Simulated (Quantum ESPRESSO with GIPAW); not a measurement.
**LiF (Griceite): from the crystal structure to its NMR spectrum**

Wanted: NMR shieldings for each site of LiF (Griceite).

**The experiment to be reproduced.** 19F isotropic shift -204.3 ppm, in “NMR parameters in alkali, alkaline earth and rare earth fluorides from first principle calculations” (2011; arXiv:1105.1645). 7Li isotropic shift -1 ppm, in “Composition and Structure of the solid electrolyte interphase on Na-Ion Anodes Revealed by Exo- and Endogenous Dynamic Nuclear Polarization—NMR Spectroscopy” (2024; PMC11378293), quoting earlier work. 7Li isotropic shift -0.3 ppm, in “Computation of NMR Shielding Constants for Solids Using an Embedded Cluster Approach with DFT, Double-Hybrid DFT, and MP2” (2020; PMC7659039), quoting earlier work. Shifts are on the scales named with the reference lines below.

Calculated with Quantum ESPRESSO with GIPAW 8.0dev (patched build); DFT, PBE, plane-wave PAW (pslibrary 1.0.0 recipes), scalar-relativistic, GIPAW; a patched development version of the program.

Most raw output is cut from this account.

**1. The starting structure**

The structure is cubic, space group Fm-3m (No. 225). The conventional cell has a = 4.028 Å, b = 4.028 Å, c = 4.028 Å, α = 90.00°, β = 90.00°, γ = 90.00°. F has 6 Li at 2.01 Å nearest. Nearest to Li lie 6 F at 2.01 Å. Farther neighbours and most contacts between anions are not listed.

As a file:

```cif
data_structure
_symmetry_space_group_name_H-M 'Fm-3m'
_symmetry_Int_Tables_number 225
_cell_length_a 4.0280
_cell_length_b 4.0280
_cell_length_c 4.0280
_cell_angle_alpha 90.000
_cell_angle_beta 90.000
_cell_angle_gamma 90.000
_cell_volume 65.35
loop_
_atom_site_label
_atom_site_type_symbol
_atom_site_symmetry_multiplicity
_atom_site_Wyckoff_symbol
_atom_site_fract_x
_atom_site_fract_y
_atom_site_fract_z
_atom_site_occupancy
F1 F 4 b 0.50000 0.00000 0.00000 1
Li1 Li 4 a 0.00000 0.00000 0.00000 1
```

The cell is an entry of the Crystallography Open Database.

A relaxation of the atoms beforehand (Quantum ESPRESSO with GIPAW) moved none by more than 0.003 Å.

**2. Ground state**

GIPAW is a response on top of the ground state, so the wavefunctions come first. Their errors pass straight into the induced current, hence the tight threshold. No empty states are asked for: the response is solved without them. The mesh has a spacing of 0.34 Å⁻¹ at most. The PAW files were made with ld1.x from the pslibrary 1.0.0 recipes, with GIPAW reconstruction switched on (the recipe of F slightly mended, as the packaged one fails to give a sound file).

The input, scf.in:

```
&control
  calculation = 'scf'
  prefix = 'x'
  outdir = './tmp/'
  pseudo_dir = './'
/
&system
  ibrav = 0
  nat = 2
  ntyp = 2
  ecutwfc = 55
  ecutrho = 330
  nbnd = 5
/
&electrons
  conv_thr = 1.0d-10
  mixing_beta = 0.7
  electron_maxstep = 100
/
ATOMIC_SPECIES
  F 18.998 F.pbe-n-kjpaw_psl.1.0.0-gipaw.UPF
  Li 6.940 Li.pbe-sl-kjpaw_psl.1.0.0-gipaw.UPF
CELL_PARAMETERS angstrom
  0.00000000 2.01400000 2.01400000
  2.01400000 0.00000000 2.01400000
  2.01400000 2.01400000 0.00000000
ATOMIC_POSITIONS crystal
  F 0.50000000 0.50000000 0.50000000
  Li 0.00000000 0.00000000 0.00000000
K_POINTS automatic
  8 8 8 0 0 0
```

Run with:

```bash
$ mpirun -np 4 pw.x -nk 4 -in scf.in > scf.out
```

Wall time 1.9 s (4 MPI ranks of Arm Neoverse V1, shared host); peak memory 0.2 GiB; 7.5 s of CPU time.

It converged in 9 cycles to an estimated accuracy of 1e-11 Ry, on 29 irreducible k-points.

**3. Shieldings**

A uniform field breaks periodicity, so gipaw.x applies it as a wave of small q and takes the limit. It solves for the first-order states, builds the induced current and gets the field at each nucleus by Biot–Savart; the PAW spheres add what the smooth waves miss near the nuclei. pawproj makes the reconstruction use the PAW data sets' own projectors.

The input, nmr.in:

```
&inputgipaw
  job = 'nmr'
  prefix = 'x'
  tmp_dir = './tmp/'
  restart_mode = 'from_scratch'
  verbosity = 'low'
  q_gipaw = 0.01
  spline_ps = .true.
  conv_threshold = 1.0d-11
  use_nmr_macroscopic_shape = .false.
  pawproj(1) = .true.
  pawproj(2) = .true.
/
```

Run with:

```bash
$ mpirun -np 4 gipaw.x -in nmr.in > nmr.out
```

Wall time 15 s (4 MPI ranks); peak memory 0.19 GiB.

The f-sum rule is met to 0.0025 of 7.9 (0.03 %). Converged shieldings require that this miss be small, but a small miss does not prove them.

From the symmetric part of each tensor, with principal values σ11 ≤ σ22 ≤ σ33: σ_iso is their mean, the span is σ33 − σ11 and the skew 3(σ_iso − σ22)/span. (gipaw.x prints an anisotropy in another convention.)

```csv
site,atom no.,atoms in cell,σ_iso (ppm),span (ppm),skew
F,1,1,361.9,0.0,-
Li,2,1,81.13,0.00,-
```

The macroscopic shape term is switched off. For a spherical sample the valence susceptibility of this run would add about 7 ppm to every site, a rough estimate, since the susceptibility converges slowly and lacks part of the PAW terms. Differences within the crystal don't depend on it, but shieldings of different compounds can't be compared to better than a few ppm without it.

F and Li sit on cubic site symmetry, where the tensor must be isotropic.

**4. Sites, surroundings and shifts**

Spectra are read against a reference compound, and shifts rise as shieldings fall. A slope other than one corrects for the functional's tendency to overstate or understate differences of shielding. For ¹H and ⁷Li, with little paramagnetic shielding, slope and scatter come mostly from geometry, vibration and the shape term.

To turn shieldings into shifts, lines fitted to measured solids are used. 19F: δ = (115.9 − σ) / 1.171, zero at CFCl3, fitted to 6 measured values, from BaF2, CdF2, KF, MgF2, NaF and ZnF2, with a scatter of 6.7 ppm r.m.s. (this compound left out) (CaF2 fall off this line, as semilocal functionals put their cations' empty d or f shells too low, and are left out), on σ without the shape term; 7Li: δ = (88.17 − σ), zero at aqueous Li+, fitted to 4 measured values, from Li2O, Li2S, LiBr and LiCl, with a scatter of 1.2 ppm r.m.s. (this compound left out), with σ taken with the shape term of a sphere (7.1 ppm here). Kinds of site that fitted badly were split off after the misses were seen, so the scatter is that of the points kept.

Covalently bonded atoms count as neighbours within 1.18 times the sum of their radii. Otherwise a cation's neighbours lie within 1.2 times its shortest bond (1.3 for large cations, each anion's radius taken off where they differ), and an anion's are the cations that count it.

```csv
site,atom no.,atoms in cell,surroundings,bonds (Å),δ_iso (ppm)
F,1,1,bound to Li6,2.014,-210.1
Li,2,1,LiF6,2.014,-0.10
```

Simulated spectrum, 19F MAS at 25 kHz, 9.4 T (376.7 MHz), lines broadened by 2 ppm; rigid lattice, with dipolar and J couplings left out: a single narrow line at -210.1 ppm.

**5. What the settings change**

Each row names what was changed: another mesh tests the sampling of the zone; another cutoff tests the basis; another functional shows how far the paramagnetic term hangs on the exchange-correlation form.

Changes of σ_iso (ppm) against the run above (PBE, cutoffs 55 and 330 Ry, mesh 8×8×8, 69 s). Times are CPU times of pw.x and gipaw.x together, on 4 MPI ranks of Arm Neoverse V1, shared host; on a shared host they are rough.

```csv
run,CPU time,f-sum miss,F,Li
mesh 10×10×10,1.8 min,0.0025,+0.0,-0.00
cutoffs 40 and 330 Ry (coarse on purpose),60 s,0.013,-0.7,+0.08
mesh 5×5×5 (coarse on purpose),30 s,0.0042,-0.8,-0.01
Wu-Cohen,67 s,0.0025,-4.6,-0.24
```

The largest move is -4.6 ppm, on F, from Wu-Cohen.

**6. Comparison with the measured values**

```csv
quantity,site,measured,calculated,difference
19F isotropic shift (ppm),F,-204.3,-210.1,-5.8
7Li isotropic shift (ppm),Li,-1,-0.10,+0.90
7Li isotropic shift (ppm),Li,-0.3,-0.10,+0.20
```

**7. What came out**

* 19F shift: -210.1 ppm
* 7Li shift: -0.10 ppm

In words: 19F has one site (bound to Li6), with isotropic shift -210.1 ppm. 7Li has one site (LiF6), with isotropic shift -0.10 ppm. Verdict on the shifts: 19F good, missed by 5.8 ppm at most, within the scatter of its line; 7Li good, missed by 0.91 ppm at most, within the scatter of its line. Going to mesh 10×10×10 changes no isotropic shielding by more than 0.008 ppm, so the main run is converged in that respect. A higher cutoff was not carried through on these files. The cheaper run with mesh 5×5×5 takes about 45 % of the time and is off by 0.77 ppm on F. The largest change with the functional is 4.6 ppm in absolute shielding; part of that drops out once each functional has its own reference line. This build of gipaw.x prints that it is not audited and that its numbers are no references by themselves. It also reports spline_ps as false although the input sets it; why was not traced.

[Logs are printed without paths, hosts, clocks, repeated set-up lines and the standing remarks that a program may print on its own settings, such as how far it seeks lower states.]

[Hosts, paths, dates, database ids (printed as entryN), source tags and the programs' standing remarks are cut or masked in the printed files.]

[Where no reference line passes its bar on scatter, no shift is given, so a measured shift of this compound may stand uncompared.]
